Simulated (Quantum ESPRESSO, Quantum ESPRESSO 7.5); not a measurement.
# Be(0001), 4 layers: vacuum convergence

Which setting serves for Be(0001), 4 layers? The runs below step through one kind of setting.

Main program and level: Quantum ESPRESSO 7.5; plane-wave DFT, PBE, SSSP efficiency pseudopotentials.

### 1. The structure

The cell holds 4 atoms: 4 Be. Cell: a = 2.290 Å, b = 2.290 Å, c = 29.383 Å, α = 90.0°, β = 90.0°, γ = 60.0°. It derives from Be. Vacuum lies along c.

### 2. Ground state: 24 Å of vacuum

The first run is the reference of the series.

c0.in reads:

```
&control
  prefix = 'c0'
  outdir = './out'
  pseudo_dir = './pseudo'
  calculation = 'scf'
  tprnfor = .true.
/
&system
  ibrav = 0
  nat = 4
  ntyp = 1
  ecutwfc = 45
  ecutrho = 360
  occupations = 'smearing'
  smearing = 'mv'
  degauss = 0.02
/
&electrons
  conv_thr = 1e-07
  mixing_beta = 0.4
  electron_maxstep = 120
  mixing_mode = 'local-TF'
/
ATOMIC_SPECIES
  Be  9.0122  be_pbe_v1.4.uspp.F.UPF
CELL_PARAMETERS angstrom
  2.29000000000000 0.00000000000000 0.00000000000000
  1.14500000000000 1.98319817466636 0.00000000000000
  0.00000000000000 0.00000000000000 29.38264500000000
ATOMIC_POSITIONS crystal
  Be  0.666666666700 0.666666666700 0.408404348894
  Be  0.000000000000 0.000000000000 0.469468116298
  Be  0.666666666700 0.666666666700 0.530531883702
  Be  0.000000000000 0.000000000000 0.591595651106
K_POINTS automatic
  12 12 1 0 0 0
```

On the command line:

```sh
$ OMP_NUM_THREADS=1 mpirun -n 4 pw.x -nk 4 -in c0.in > c0.out
```

The program printed:

```text
Program PWSCF v.7.5 starts
[citation notice left out]

     Parallel version (MPI & OpenMP), running on       4 processor cores
     Number of MPI processes:                 4
     Threads/MPI process:                     1

     MPI processes distributed on     1 nodes
[...]
Current dimensions of program PWSCF are:
     Max number of different atomic species (ntypx) = 10
     Max number of k-points (npk) =  40000
     Max angular momentum in pseudopotentials (lmaxx) =  4
     Message from routine setup:
     using ibrav=0 with symmetry is DISCOURAGED, use correct ibrav instead

     K-points division:     npool     =       4
     Subspace diagonalization in iterative solution of the eigenvalue problem:
     a serial algorithm will be used

     G-vector sticks info
     --------------------
     sticks:   dense  smooth     PW     G-vecs:    dense   smooth      PW
     Sum         463     241     85               103625    36729    7375

     Using Slab Decomposition

     bravais-lattice index     =            0
     lattice parameter (alat)  =       4.3275  a.u.
     unit-cell volume          =     900.5111 (a.u.)^3
     number of atoms/cell      =            4
     number of atomic types    =            1
     number of electrons       =        16.00
     number of Kohn-Sham states=           12
     kinetic-energy cutoff     =      45.0000  Ry
     charge density cutoff     =     360.0000  Ry
     scf convergence threshold =      1.0E-07
     mixing beta               =       0.4000
     number of iterations used =            8  local-TF  mixing
     Exchange-correlation=  SLA  PW   PBX  PBC
                           (   1   4   3   4   0   0   0)

     celldm(1)=   4.327473  celldm(2)=   0.000000  celldm(3)=   0.000000
     celldm(4)=   0.000000  celldm(5)=   0.000000  celldm(6)=   0.000000

     crystal axes: (cart. coord. in units of alat)
               a(1) = (   1.000000   0.000000   0.000000 )
               a(2) = (   0.500000   0.866025   0.000000 )
               a(3) = (   0.000000   0.000000  12.830849 )

     reciprocal axes: (cart. coord. in units 2 pi/alat)
               b(1) = (  1.000000 -0.577350  0.000000 )
               b(2) = (  0.000000  1.154701  0.000000 )
               b(3) = (  0.000000  0.000000  0.077937 )

     PseudoPot. # 1 for Be read from file:
     ./pseudo/be_pbe_v1.4.uspp.F.UPF
     Pseudo is Ultrasoft, Zval =  4.0
     Generated by new atomic code, or converted to UPF format
     Using radial grid of  769 points,  6 beta functions with:
                l(1) =   0
                l(2) =   0
                l(3) =   0
                l(4) =   1
                l(5) =   1
                l(6) =   2
     Q(r) pseudized with 10 coefficients,  rinner =    1.000   1.000   1.000
                                                       1.000   1.000

     atomic species   valence    mass     pseudopotential
     Be                4.00     9.01220     Be( 1.00)

     12 Sym. Ops., with inversion, found ( 6 have fractional translation)

   Cartesian axes

     site n.     atom                  positions (alat units)
         1        Be     tau(   1) = (   1.0000000   0.5773503   5.2401747  )
         2        Be     tau(   2) = (   0.0000000   0.0000000   6.0236747  )
         3        Be     tau(   3) = (   1.0000000   0.5773503   6.8071747  )
         4        Be     tau(   4) = (   0.0000000   0.0000000   7.5906747  )

     number of k points=    19  Marzari-Vanderbilt smearing, width (Ry)=  0.0200
                       cart. coord. in units 2pi/alat
        k(    1) = (   0.0000000   0.0000000   0.0000000), wk =   0.0138889
        k(    2) = (   0.0000000   0.0962250   0.0000000), wk =   0.0833333
        k(    3) = (   0.0000000   0.1924501   0.0000000), wk =   0.0833333
        k(    4) = (   0.0000000   0.2886751   0.0000000), wk =   0.0833333
        k(    5) = (   0.0000000   0.3849002   0.0000000), wk =   0.0833333
        k(    6) = (   0.0000000   0.4811252   0.0000000), wk =   0.0833333
        k(    7) = (   0.0000000  -0.5773503   0.0000000), wk =   0.0416667
        k(    8) = (   0.0833333   0.1443376   0.0000000), wk =   0.0833333
        k(    9) = (   0.0833333   0.2405626   0.0000000), wk =   0.1666667
        k(   10) = (   0.0833333   0.3367877   0.0000000), wk =   0.1666667
[...]
k(   19) = (   0.3333333  -0.5773503   0.0000000), wk =   0.0277778

     Dense  grid:   103625 G-vectors     FFT dimensions: (  27,  27, 360)

     Smooth grid:    36729 G-vectors     FFT dimensions: (  24,  24, 240)

     Estimated max dynamical RAM per process >     123.27 MB

     Estimated total dynamical RAM >     417.20 MB

     Initial potential from superposition of free atoms

     starting charge      15.9994, renormalised to      16.0000

     negative rho (up, down):  5.173E-05 0.000E+00
     Starting wfcs are   20 randomized atomic wfcs

     total cpu time spent up to now is        0.8 secs

     per-process dynamical memory:    62.4 Mb

     Self-consistent Calculation

     iteration #  1     ecut=    45.00 Ry     beta= 0.40
     Davidson diagonalization with overlap
     ethr =  1.00E-02,  avg # of iterations =  3.0

     negative rho (up, down):  1.499E-06 0.000E+00

     total cpu time spent up to now is        2.1 secs

     total energy              =    -112.93680568 Ry
     estimated scf accuracy    <       0.28035150 Ry

     iteration #  2     ecut=    45.00 Ry     beta= 0.40
[...]
negative rho (up, down):  2.553E-07 0.000E+00

[...]
total energy              =    -112.89154962 Ry
     estimated scf accuracy    <       0.17644330 Ry

     iteration #  3     ecut=    45.00 Ry     beta= 0.40
[...]
negative rho (up, down):  1.198E-08 0.000E+00

[...]
total energy              =    -112.90988338 Ry
     estimated scf accuracy    <       0.01271507 Ry

     iteration #  4     ecut=    45.00 Ry     beta= 0.40
[...]
total energy              =    -112.90858152 Ry
     estimated scf accuracy    <       0.02716835 Ry

     iteration #  5     ecut=    45.00 Ry     beta= 0.40
[...]
negative rho (up, down):  2.949E-07 0.000E+00

[...]
total energy              =    -112.91026027 Ry
     estimated scf accuracy    <       0.00750845 Ry

     iteration #  6     ecut=    45.00 Ry     beta= 0.40
[...]
negative rho (up, down):  4.299E-03 0.000E+00

[...]
total energy              =    -112.90855377 Ry
     estimated scf accuracy    <       0.01206434 Ry

     iteration #  7     ecut=    45.00 Ry     beta= 0.40
[...]
negative rho (up, down):  1.001E-02 0.000E+00

[...]
total energy              =    -112.90814574 Ry
     estimated scf accuracy    <       0.00533861 Ry

     iteration #  8     ecut=    45.00 Ry     beta= 0.40
[...]
negative rho (up, down):  1.217E-02 0.000E+00

[...]
total energy              =    -112.90777080 Ry
     estimated scf accuracy    <       0.00383694 Ry

     iteration #  9     ecut=    45.00 Ry     beta= 0.40
[...]
negative rho (up, down):  7.485E-03 0.000E+00

[...]
total energy              =    -112.90737264 Ry
     estimated scf accuracy    <       0.00151550 Ry

     iteration # 10     ecut=    45.00 Ry     beta= 0.40
[...]
negative rho (up, down):  5.311E-03 0.000E+00

[...]
total energy              =    -112.90708236 Ry
     estimated scf accuracy    <       0.00078256 Ry

     iteration # 11     ecut=    45.00 Ry     beta= 0.40
[...]
negative rho (up, down):  1.522E-03 0.000E+00

[...]
total energy              =    -112.90726409 Ry
     estimated scf accuracy    <       0.00095525 Ry

     iteration # 12     ecut=    45.00 Ry     beta= 0.40
[...]
negative rho (up, down):  7.714E-04 0.000E+00

[...]
total energy              =    -112.90737524 Ry
     estimated scf accuracy    <       0.00005220 Ry

     iteration # 13     ecut=    45.00 Ry     beta= 0.40
[...]
c_bands:  1 eigenvalues not converged
     c_bands:  1 eigenvalues not converged
[...]
negative rho (up, down):  1.073E-04 0.000E+00

[...]
total energy              =    -112.90738365 Ry
     estimated scf accuracy    <       0.00000346 Ry

     iteration # 14     ecut=    45.00 Ry     beta= 0.40
[...]
c_bands:  1 eigenvalues not converged
     c_bands:  1 eigenvalues not converged
[...]
negative rho (up, down):  7.548E-05 0.000E+00

[...]
total energy              =    -112.90738411 Ry
     estimated scf accuracy    <       0.00000014 Ry

     iteration # 15     ecut=    45.00 Ry     beta= 0.40
[...]
negative rho (up, down):  6.397E-05 0.000E+00

[...]
End of self-consistent calculation

          k = 0.0000 0.0000 0.0000 (  4595 PWs)   bands (ev):

  -101.3248-101.3247-101.2549-101.2423 -12.0813 -10.6746  -8.5090  -5.1978
    -4.0627   1.6788   2.6541   3.1446

          k = 0.0000 0.0962 0.0000 (  4626 PWs)   bands (ev):

  -101.3239-101.3239-101.2539-101.2417 -11.8841 -10.4753  -8.3040  -4.9946
    -3.8144   1.8406   2.9050   3.4063

          k = 0.0000 0.1925 0.0000 (  4630 PWs)   bands (ev):

  -101.3217-101.3216-101.2512-101.2401 -11.2925  -9.8792  -7.6949  -4.3998
    -3.0718   2.2777   3.6469   4.2020

          k = 0.0000 0.2887 0.0000 (  4638 PWs)   bands (ev):

  -101.3186-101.3186-101.2475-101.2381 -10.3083  -8.8941  -6.7042  -3.4815
    -1.8455   2.6955   4.7497   5.3636

          k = 0.0000 0.3849 0.0000 (  4606 PWs)   bands (ev):

  -101.3155-101.3155-101.2435-101.2363  -8.9429  -7.5474  -5.4061  -2.5439
    -0.1854   1.9811   3.6717   5.4594

          k = 0.0000 0.4811 0.0000 (  4576 PWs)   bands (ev):

  -101.3133-101.3132-101.2403-101.2352  -7.2554  -5.9507  -4.1190  -2.8664
     0.9314   1.6442   2.0819   3.3780

[...]
the Fermi energy is    -2.1103 ev

!    total energy              =    -112.90738410 Ry
     estimated scf accuracy    <          8.5E-09 Ry
     smearing contrib. (-TS)   =      -0.00080698 Ry
     internal energy E=F+TS    =    -112.90657712 Ry

     The total energy is F=E-TS. E is the sum of the following terms:
     one-electron contribution =   -1121.03422698 Ry
     hartree contribution      =     542.04294290 Ry
     xc contribution           =     -20.19610091 Ry
     ewald contribution        =     486.28080787 Ry

     convergence has been achieved in  15 iterations

     Forces acting on atoms (cartesian axes, Ry/au):

     atom    1 type  1   force =     0.00000000    0.00000000   -0.00498223
     atom    2 type  1   force =    -0.00000000   -0.00000000    0.00454073
     atom    3 type  1   force =     0.00000000   -0.00000000   -0.00454073
     atom    4 type  1   force =    -0.00000000   -0.00000000    0.00498223

     Total force =     0.009533     Total SCF correction =     0.000180

[...]
=------------------------------------------------------------------------------=
   JOB DONE.
=------------------------------------------------------------------------------=
```

Elapsed: 21 s, on 4 MPI ranks of Arm Neoverse V1, shared host; peak memory 0.39 GiB; 84 s of CPU time.

This step gave:

* free energy: -1536.1832 eV
* Fermi energy: -2.110 eV

The program's own clock; routines nest. Time by routine:

```csv
routine,wall time (s),calls
PWSCF,20.62,1
electrons,19.65,1
c_bands,8.85,15
cegterg,7.97,75
h_psi,6.94,535
fftw,6.43,6074
vloc_psi,6.06,535
mix_rho,5.56,15
ffts,3.87,1753
sum_band,2.44,15
v_of_rho,1.75,16
newd,1.06,16
fft,0.96,208
init_run,0.71,1
```

The run needed 15 iterations to bring the estimated error under 1e-07 Ry; the largest force on any atom, held or free, is 0.13 eV/Å.

### 3. Potential by pp.x

plot_num = 11 writes the bare and Hartree potential. It leaves out exchange and correlation, which fade slowly, so it flattens close to the surface.

c0.pot.in reads:

```
&inputpp
  prefix = 'c0'
  outdir = './out'
  filplot = 'c0.pot.dat'
  plot_num = 11
/
```

On the command line:

```sh
$ OMP_NUM_THREADS=1 mpirun -n 4 pp.x -in c0.pot.in > c0.pot.out
```

The program printed:

```text
[banner, memory and clock lines left out]
Program POST-PROC v.7.5 starts

          URL

     ./out/c0.save/

     IMPORTANT: XC functional enforced from input :
     Exchange-correlation= PBE
                           (   1   4   3   4   0   0   0)
     Any further DFT definition will be discarded
     Please, verify this is what you really want

     negative rho (up, down):  6.397E-05 0.000E+00

     Calling punch_plot, plot_num =  11
     Writing data to file  c0.pot.dat
     Message from routine chdens:
     namelist plot not found or invalid, exiting
```

Run time: 0.89 s. Hardware: 4 MPI ranks; peak memory 0.09 GiB; 3.3 s of CPU time.

This step gave:

- potential in the middle of the vacuum, over the Fermi level: 5.345 eV

The potential energy, planar mean oscillates, so the rows of the table below give means over windows of 1 Å about each position, cut where the curve ends. Its maxima inside the range that stand out by 2 % of the span (Å: eV): 12.9: -1.08, 14.7: -1.16, 16.5: -1.08. Its minima: 12.1: -7.15, 13.8: -7.42, 15.6: -7.42, 17.3: -7.15.

Electrostatic potential energy of an electron; zero at the Fermi level. The potential energy, planar mean by z; means over each step:

z (Å), potential energy, planar mean (eV) and a bar from the least value:
```
        0       5.35 ##############################
        1       5.35 ##############################
        2       5.35 ##############################
        3       5.35 ##############################
        4       5.35 ##############################
        5       5.35 ##############################
        6       5.35 ##############################
        7       5.35 ##############################
        8       5.34 ##############################
        9       5.33 ##############################
       10       5.05 #############################
       11       1.59 ####################
       12      -6.46 
       13      -3.07 #########
       14      -6.20 #
       15      -3.96 ######
       16      -4.98 ####
       17      -4.99 ####
       18      -2.26 ###########
       19       4.53 ############################
       20       5.29 ##############################
       21       5.34 ##############################
       22       5.35 ##############################
       23       5.35 ##############################
       24       5.35 ##############################
       25       5.35 ##############################
       26       5.35 ##############################
       27       5.35 ##############################
       28       5.35 ##############################
       29       5.35 ##############################
```

Inside the slab this potential holds the local part of the pseudopotentials, which can be repulsive at the nuclei; only its value in the vacuum has a meaning of its own.

### 4. Ground state: 18 Å of vacuum

c2.in reads:

```
&control
  prefix = 'c2'
  outdir = './out'
  pseudo_dir = './pseudo'
  calculation = 'scf'
  tprnfor = .true.
/
&system
  ibrav = 0
  nat = 4
  ntyp = 1
  ecutwfc = 45
  ecutrho = 360
  occupations = 'smearing'
  smearing = 'mv'
  degauss = 0.02
/
&electrons
  conv_thr = 1e-07
  mixing_beta = 0.4
  electron_maxstep = 120
  mixing_mode = 'local-TF'
/
ATOMIC_SPECIES
  Be  9.0122  be_pbe_v1.4.uspp.F.UPF
CELL_PARAMETERS angstrom
  2.29000000000000 0.00000000000000 0.00000000000000
  1.14500000000000 1.98319817466636 0.00000000000000
  0.00000000000000 0.00000000000000 23.38264500000000
ATOMIC_POSITIONS crystal
  Be  0.666666666700 0.666666666700 0.384900852748
  Be  0.000000000000 0.000000000000 0.461633617583
  Be  0.666666666700 0.666666666700 0.538366382417
  Be  0.000000000000 0.000000000000 0.615099147252
K_POINTS automatic
  12 12 1 0 0 0
```

On the command line:

```sh
$ OMP_NUM_THREADS=1 mpirun -n 4 pw.x -nk 4 -in c2.in > c2.out
```

The program printed:

```text
[banner, memory and clock lines left out]
Program PWSCF v.7.5 starts
[...]
Message from routine setup:
[...]
number of electrons       =        16.00
     number of Kohn-Sham states=           12
     kinetic-energy cutoff     =      45.0000  Ry
     charge density cutoff     =     360.0000  Ry
[...]
number of k points=    19  Marzari-Vanderbilt smearing, width (Ry)=  0.0200
[...]
Dense  grid:    82497 G-vectors     FFT dimensions: (  27,  27, 270)
[...]
negative rho (up, down):  3.467E-05 0.000E+00
     Starting wfcs are   20 randomized atomic wfcs
[...]
negative rho (up, down):  4.027E-08 0.000E+00
[...]
estimated scf accuracy    <       0.28055425 Ry
[...]
estimated scf accuracy    <       0.17586674 Ry
[...]
estimated scf accuracy    <       0.01268641 Ry
[...]
estimated scf accuracy    <       0.02891512 Ry
[...]
negative rho (up, down):  4.415E-08 0.000E+00
[...]
estimated scf accuracy    <       0.00842113 Ry
[...]
negative rho (up, down):  4.948E-03 0.000E+00
[...]
estimated scf accuracy    <       0.01359932 Ry
[...]
negative rho (up, down):  8.618E-03 0.000E+00
[...]
estimated scf accuracy    <       0.00499129 Ry
[...]
negative rho (up, down):  1.063E-02 0.000E+00
[...]
estimated scf accuracy    <       0.00324415 Ry
[...]
negative rho (up, down):  2.074E-03 0.000E+00
[...]
estimated scf accuracy    <       0.00030551 Ry
[...]
negative rho (up, down):  1.301E-03 0.000E+00
[...]
estimated scf accuracy    <       0.00016960 Ry
[...]
negative rho (up, down):  9.357E-05 0.000E+00
[...]
estimated scf accuracy    <       0.00000929 Ry
[...]
negative rho (up, down):  6.497E-05 0.000E+00
[...]
estimated scf accuracy    <       0.00000065 Ry
[...]
negative rho (up, down):  4.421E-05 0.000E+00
[...]
estimated scf accuracy    <       0.00000012 Ry
[...]
negative rho (up, down):  4.328E-05 0.000E+00
[...]
the Fermi energy is    -1.2799 ev
!    total energy              =    -112.90738528 Ry
     estimated scf accuracy    <          5.8E-09 Ry
     smearing contrib. (-TS)   =      -0.00080690 Ry
     internal energy E=F+TS    =    -112.90657838 Ry
[...]
one-electron contribution =    -773.51402426 Ry
     hartree contribution      =     368.77152512 Ry
     xc contribution           =     -20.19611219 Ry
     ewald contribution        =     312.03203294 Ry
     convergence has been achieved in  14 iterations
[...]
Total force =     0.009563     Total SCF correction =     0.000170
[...]
```

Run time: 15 s. Hardware: 4 MPI ranks; peak memory 0.33 GiB; 59 s of CPU time.

This step gave:

```
Fermi energy : -1.280 eV
```

The program's own clock; routines nest. Time by routine:

```csv
routine,wall time (s),calls
PWSCF,14.34,1
electrons,13.54,1
c_bands,5.69,14
cegterg,5.22,70
h_psi,4.59,389
fftw,4.31,5300
mix_rho,4.04,14
vloc_psi,4.01,389
ffts,2.78,1616
sum_band,1.76,14
v_of_rho,1.28,15
newd,0.78,15
fft,0.73,195
init_run,0.58,1
```

### 5. Potential by pp.x

c2.pot.in reads:

```
&inputpp
  prefix = 'c2'
  outdir = './out'
  filplot = 'c2.pot.dat'
  plot_num = 11
/
```

On the command line:

```sh
$ OMP_NUM_THREADS=1 mpirun -n 4 pp.x -in c2.pot.in > c2.pot.out
```

Wall time 0.83 s (4 MPI ranks); peak memory 0.11 GiB; 3 s of CPU time.

This step gave:

- potential in the middle of the vacuum, over the Fermi level: 5.344 eV

Counted from each run's own zero (the Fermi level), the vacuum level differs from the first run's by -1 meV.

(Part 1 of 2 ends here.)

[Logs are printed without paths, hosts, clocks, repeated set-up lines and the standing remarks that a program may print on its own settings, such as how far it seeks lower states.]

[Hosts, paths, dates, database ids (printed as entryN), source tags and the programs' standing remarks are cut or masked in the printed files.]

[Maps of the electrostatic potential energy from Ansatz leave out the sawtooth potential of an applied field or a dipole correction, so their vacuum need not be flat; planar profiles and work functions include it.]
